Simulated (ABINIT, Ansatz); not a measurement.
# How the form of the self-energy moves the gap of Rb2H6Pt (Fm-3m), part 2 of 2

Wanted: the gap of Rb2H6Pt (Fm-3m) under several approximations, with cost.

ABINIT 10.8.3; LDA and many-body steps on it, plane waves. Known limits of the many-body steps: not at the basis limit; no spin polarisation; d states lean on the start; no spin-orbit coupling; coarse k mesh.

So far. Step 5 (G0W0, von der Linden-Horsch plasmon pole): Against G0W0 in ABINIT (2×2×2 mesh, 123 bands, screening to 114.3 eV, Godby-Needs plasmon pole), the gap moves by +0.268 eV. Step 6 (G0W0, Hybertsen-Louie plasmon pole): Against G0W0 in ABINIT (2×2×2 mesh, 123 bands, screening to 114.3 eV, Godby-Needs plasmon pole), the gap moves by +0.192 eV.

## Step 7: One-shot Hartree-Fock

This step: one-shot Hartree-Fock on LDA, plane waves, norm-conserving pseudopotentials.

Input file run.abi:

```
acell 3*1.0 Angstrom
rprim 
  0.000000000000 4.260795920000 4.260795920000
  4.260795920000 0.000000000000 4.260795920000
  4.260795920000 4.260795920000 0.000000000000
ntypat 3
znucl 37 1 78
natom 9
typat 1 1 2 2 2 2 2 2 3
xred 
  0.750000000000 0.750000000000 0.750000000000
  0.250000000000 0.250000000000 0.250000000000
  0.807305340000 0.807305340000 0.192694660000
  0.192694660000 0.807305340000 0.192694660000
  0.807305340000 0.192694660000 0.192694660000
  0.192694660000 0.192694660000 0.807305340000
  0.807305340000 0.192694660000 0.807305340000
  0.192694660000 0.807305340000 0.807305340000
  0.000000000000 0.000000000000 0.000000000000
pp_dirpath "pseudos"
pseudos "Rb.upf, H.upf, Pt.upf"
ecut 34
ngkpt 2 2 2
nshiftk 1
shiftk 0 0 0
kptopt 1
chksymbreak 0
istwfk *1
occopt 1
irdwfk 1
optdriver 4
nband 25
gwcalctyp 5
ecutsigx 34
symsigma 1
nkptgw 2
kptgw 
  0.5000000000 0.5000000000 0.0000000000
  0.0000000000 0.0000000000 0.0000000000
bdgw 
  20 23
  19 24
ixc_sigma 40
fftgw 31
indata_prefix "in"
outdata_prefix "out"
tmpdata_prefix "tmp"
```

The run is started by

```bash
> OMP_NUM_THREADS=1 mpirun -n 4 abinit run.abi > log
```

Numbers of over 12 decimals in the logs are rounded to 6 here.

Log:

```text
.Version 10.8.3 of ABINIT. v10.8.2 released Aug 2026.

 Symmetries : space group Fm -3 m (#225); Bravais cF (face-center cubic)
[... echo of the input left out ...]
== DATASET  1 ==================================================================
-   mpi_nproc: 4, omp_nthreads: 1 (-1 if OMP is not activated)

--- !DatasetInfo
iteration_state: {dtset: 1, }
dimensions: {natom: 9, nkpt: 3, mband: 25, nsppol: 1, nspinor: 1, nspden: 1, mpw: 9922, }
cutoff_energies: {ecut:  34.0, pawecutdg:  -1.0, }
[...]
Band     E0 <VxcDFT>   SigX SigC(E0)      Z dSigC/dE  Sig(E)    E-E0       E
[...]
23   4.515 -11.621  -7.111   0.000   1.000   0.000  -7.111   4.509   9.024
       24   4.515 -11.621  -7.111   0.000   1.000   0.000  -7.111   4.509   9.024

== END DATASET(S) ==============================================================
================================================================================

 -outvars: echo values of variables after computation  --------
           etotal      0.0000000000E+00
            nband          25
             nkpt           3
          spgroup         225
 [... the other variables as echoed above ...]

 Calculation completed.
```

Elapsed: 4.3 s, on 4 MPI ranks of Arm Neoverse V2, shared host; peak memory 0.93 GiB.

This step gave:

* quasiparticle gap on the points computed: 10.50 eV
* starting gap on the mesh: 3.783 eV
* k of the valence top: 0.5, 0.5, 0
* k of the conduction bottom: 0.5, 0.5, 0
* least direct quasiparticle gap on the computed points: 10.50 eV

Against G0W0 in ABINIT (2×2×2 mesh, 123 bands, screening to 114.3 eV, Godby-Needs plasmon pole), the gap moves by +4.396 eV.

## Step 8: Screening, 2×2×2 mesh, 123 bands, screening to 114.3 eV

This step: RPA screening on LDA, plane waves, norm-conserving pseudopotentials.

Edit run.abi of step 7 so:

```diff
@@ -30,16 +30,14 @@
 irdwfk 1
-optdriver 4
-nband 25
-gwcalctyp 5
-ecutsigx 34
-symsigma 1
-nkptgw 2
-kptgw 
-  0.5000000000 0.5000000000 0.0000000000
-  0.0000000000 0.0000000000 0.0000000000
-bdgw 
-  20 23
-  19 24
-ixc_sigma 40
-fftgw 31
+optdriver 3
+nband 123
+ecuteps 4.2
+inclvkb 2
+awtr 1
+symchi 1
+gwcalctyp 2
+nfreqre 16
+freqremax 40 eV
+nfreqim 8
+spmeth 1
+nomegasf 120
 indata_prefix "in"
```

Log:

```text
.Version 10.8.3 of ABINIT. v10.8.2 released Aug 2026.

 Symmetries : space group Fm -3 m (#225); Bravais cF (face-center cubic)
[... echo of the input left out ...]
== DATASET  1 ==================================================================
-   mpi_nproc: 4, omp_nthreads: 1 (-1 if OMP is not activated)

--- !DatasetInfo
iteration_state: {dtset: 1, }
dimensions: {natom: 9, nkpt: 3, mband: 123, nsppol: 1, nspinor: 1, nspden: 1, mpw: 9922, }
cutoff_energies: {ecut:  34.0, pawecutdg:  -1.0, }
electrons: {nelect:   4.20000000E+01, charge:   0.00000000E+00, occopt:   1.00000000E+00, tsmear:   1.00000000E-02, }

 SCREENING: Calculation of the susceptibility and dielectric matrices

 Based on a program developped by R.W. Godby, V. Olevano, G. Onida, and L. Reining.
 Incorporated in ABINIT by V. Olevano, G.-M. Rignanese, and M. Torrent.
.Using double precision arithmetic ; gwpc =  8

[... cell and pseudopotentials left out ...]
--------------------------------------------------------------------------------

 ==== K-mesh for the wavefunctions ====
 Number of points in the irreducible wedge :     3
[... list of points left out ...]
 Together with 48 symmetry operations and time-reversal symmetry
 yields     8 points in the full Brillouin Zone.

 ==== Q-mesh for the screening function ====
 Number of points in the irreducible wedge :     3
[... list of points left out ...]
 Together with 48 symmetry operations and time-reversal symmetry
 yields     8 points in the full Brillouin Zone.

 setmesh: FFT mesh size selected  =    40x   40x   40
          total number of points  =        64000

 vcoul_init : cutoff-mode = AUXILIARY_FUNCTION
 q-points for optical limit:   1
     1)      0.000010    0.000020    0.000030

- screening: taking advantage of time-reversal symmetry
- Maximum band index for partially occupied states nbvw = 21
- Remaining bands to be divided among processors   nbcw = 102
- Number of bands treated by each node ~25

 Number of electrons calculated from density =   42.0000; Expected =   42.0000
 average of density, n =  0.040230
 r_s =    1.8105
 omega_plasma =   19.3478 [eV]

 calculating chi0 at frequencies [eV] :
  1    0.000000E+00    0.000000E+00
  2    2.666667E+00    0.000000E+00
  3    5.333333E+00    0.000000E+00
[...]
23    0.000000E+00    4.927540E+01
 24    0.000000E+00    6.938029E+01

--------------------------------------------------------------------------------
  q-point number  1        q = ( 0.000000, 0.000000, 0.000000) [r.l.u.]
--------------------------------------------------------------------------------
[... chi0 elements left out ...]
  [... further frequencies ...]

 No. of calculated frequencies >  15, stop printing
 For q-point:  0.000010 0.000020 0.000030
  dielectric constant =   2.8264
  dielectric constant without local fields =   3.6605

  Average fulfillment of the sum rule on Im[epsilon] for q-point    1 :     63.82  [%]
[... wings left out ...]
  q-point number  2        q = ( 0.500000, 0.000000, 0.000000) [r.l.u.]
--------------------------------------------------------------------------------
[... chi0 elements left out ...]
  [... further frequencies ...]

 No. of calculated frequencies >  15, stop printing
  Average fulfillment of the sum rule on Im[epsilon] for q-point    2 :     70.82  [%]

 [... 1 further q-points ...]
```

Elapsed: 33 s, on 4 MPI ranks; peak memory 2.9 GiB.

This step gave:

| Quantity | Value |
| --- | --- |
| ε∞ with local fields, on this mesh, along the program's q direction | 2.826 |
| the same without local fields | 3.660 |
| plasma frequency | 19.35 eV |
| plane waves in the screening matrix | 411 |

## Step 9: G0W0, contour deformation

This step: G0W0 on LDA, plane waves, norm-conserving pseudopotentials.

Edit run.abi of step 8 so:

```diff
@@ -30,14 +30,16 @@
 irdwfk 1
-optdriver 3
+optdriver 4
 nband 123
+gwcalctyp 2
+ecutsigx 34
+symsigma 1
+nkptgw 2
+kptgw 
+  0.5000000000 0.5000000000 0.0000000000
+  0.0000000000 0.0000000000 0.0000000000
+bdgw 
+  20 23
+  19 24
 ecuteps 4.2
-inclvkb 2
-awtr 1
-symchi 1
-gwcalctyp 2
-nfreqre 16
-freqremax 40 eV
-nfreqim 8
-spmeth 1
-nomegasf 120
+irdscr 1
 indata_prefix "in"
```

Log:

```text
.Version 10.8.3 of ABINIT. v10.8.2 released Aug 2026.

 Symmetries : space group Fm -3 m (#225); Bravais cF (face-center cubic)
[... echo of the input left out ...]
== DATASET  1 ==================================================================
-   mpi_nproc: 4, omp_nthreads: 1 (-1 if OMP is not activated)

--- !DatasetInfo
iteration_state: {dtset: 1, }
dimensions: {natom: 9, nkpt: 3, mband: 123, nsppol: 1, nspinor: 1, nspden: 1, mpw: 9922, }
cutoff_energies: {ecut:  34.0, pawecutdg:  -1.0, }
[...]
Band     E0 <VxcDFT>   SigX SigC(E0)      Z dSigC/dE  Sig(E)    E-E0       E
[...]
24   4.515 -11.621  -7.111  -2.342   0.829  -0.206  -9.823   1.798   6.312
       24   0.000   0.000   0.000  -0.001   0.000   0.000  -0.001  -0.001  -0.001

== END DATASET(S) ==============================================================
================================================================================

 -outvars: echo values of variables after computation  --------
           etotal      0.0000000000E+00
            nband         123
             nkpt           3
          spgroup         225
 [... the other variables as echoed above ...]

 Calculation completed.
```

The job ended after 11 s (4 MPI ranks; peak memory 1.6 GiB; 44 s of CPU time).

This step gave:

| Quantity | Value |
| --- | --- |
| G0W0 gap on the points computed | 6.032 eV |
| starting gap on the mesh | 3.783 eV |
| k of the valence top | 0.5, 0.5, 0 |
| k of the conduction bottom | 0.5, 0.5, 0 |
| least direct G0W0 gap on the computed points | 6.032 eV |

Against G0W0 in ABINIT (2×2×2 mesh, 123 bands, screening to 114.3 eV, Godby-Needs plasmon pole), the gap moves by −0.068 eV.

## Step 10: The runs together

Times are wall times on 4 MPI ranks of Arm Neoverse V2, shared host, good to a factor of about two. A run's time includes the screening step that it read.

```
                                     run   mesh  bands  screening cutoff (eV)  DFT gap (eV)  gap on the mesh (eV)  direct (eV)  ε∞ used   time
          G0W0, Godby-Needs plasmon pole  2×2×2    123                  114.3         3.783                 6.100        6.100     2.81   36 s
G0W0, von der Linden-Horsch plasmon pole  2×2×2    123                  114.3         3.783                 6.368        6.368     2.81   32 s
      G0W0, Hybertsen-Louie plasmon pole  2×2×2    123                  114.3         3.783                 6.292        6.292     2.81   36 s
                   one-shot Hartree-Fock  2×2×2      -                      -         3.783                10.496       10.496        -  4.3 s
               G0W0, contour deformation  2×2×2    123                  114.3         3.783                 6.032        6.032     2.83   44 s
```

## Step 11: Summary of results

| Item | Value |
| --- | --- |
| G0W0, Godby-Needs plasmon pole | 6.100 eV |
| G0W0, von der Linden-Horsch plasmon pole | 6.368 eV |
| G0W0, Hybertsen-Louie plasmon pole | 6.292 eV |
| one-shot Hartree-Fock | 10.496 eV |
| G0W0, contour deformation | 6.032 eV |
| known limits | not at the basis limit; no spin polarisation; d states lean on the start; no spin-orbit coupling; coarse k mesh |

G0W0, von der Linden-Horsch plasmon pole: +0.268 eV against G0W0, Godby-Needs plasmon pole. G0W0, Hybertsen-Louie plasmon pole: +0.192 eV against G0W0, Godby-Needs plasmon pole. One-shot Hartree-Fock: +4.396 eV against G0W0, Godby-Needs plasmon pole. G0W0, contour deformation: −0.068 eV against G0W0, Godby-Needs plasmon pole. Bare exchange alone opens the gap to 10.50 eV; against G0W0, correlation takes back 4.40 eV. Bands and cutoff are finite, so the gap is not at the basis limit. The miss can reach some tenths of an eV and take either sign; the mesh is an error of its own. In the first G0W0 run levels were corrected at 2 k points alone, so a gap called «on the mesh» is the least over those, and an edge elsewhere would be missed. The 2×2×2 mesh is coarse for this cell, which bears on the long-range parts of exchange and screening. The runs have no spin polarisation. For a closed low-spin shell that is the natural state; where a d or f shell is open it is a constraint, and the gap is then not the crystal's own. With d states at the gap, one-shot GW leans hard on its start. The many-body steps are scalar-relativistic: spin-orbit coupling is not in them.

[Paths, hosts, dates, memory and timing lines, banners, echoed tables and standing remarks are left out of the program output.]

[Logs are printed without paths, hosts, clocks, repeated set-up lines and the standing remarks that a program may print on its own settings, such as how far it seeks lower states.]

[Runs of the session that timed out or met a known fault of the program may be left out.]

[No measured gap is set beside runs whose start may be inverted or whose files or cutoffs have a known fault.]

[Hosts, paths, dates, database ids (printed as entryN), source tags and the programs' standing remarks are cut or masked in the printed files.]

[G0W0 gaps are taken among the corrected bands and points alone; a level outside them can change the order at an edge.]

[Where Ansatz stands beside ABINIT at settings called matched, ABINIT's density can come from a denser mesh and the files from another edition; pairs whose starting gaps differed by over 0.03 eV were left out, so agreement reads better than it is.]
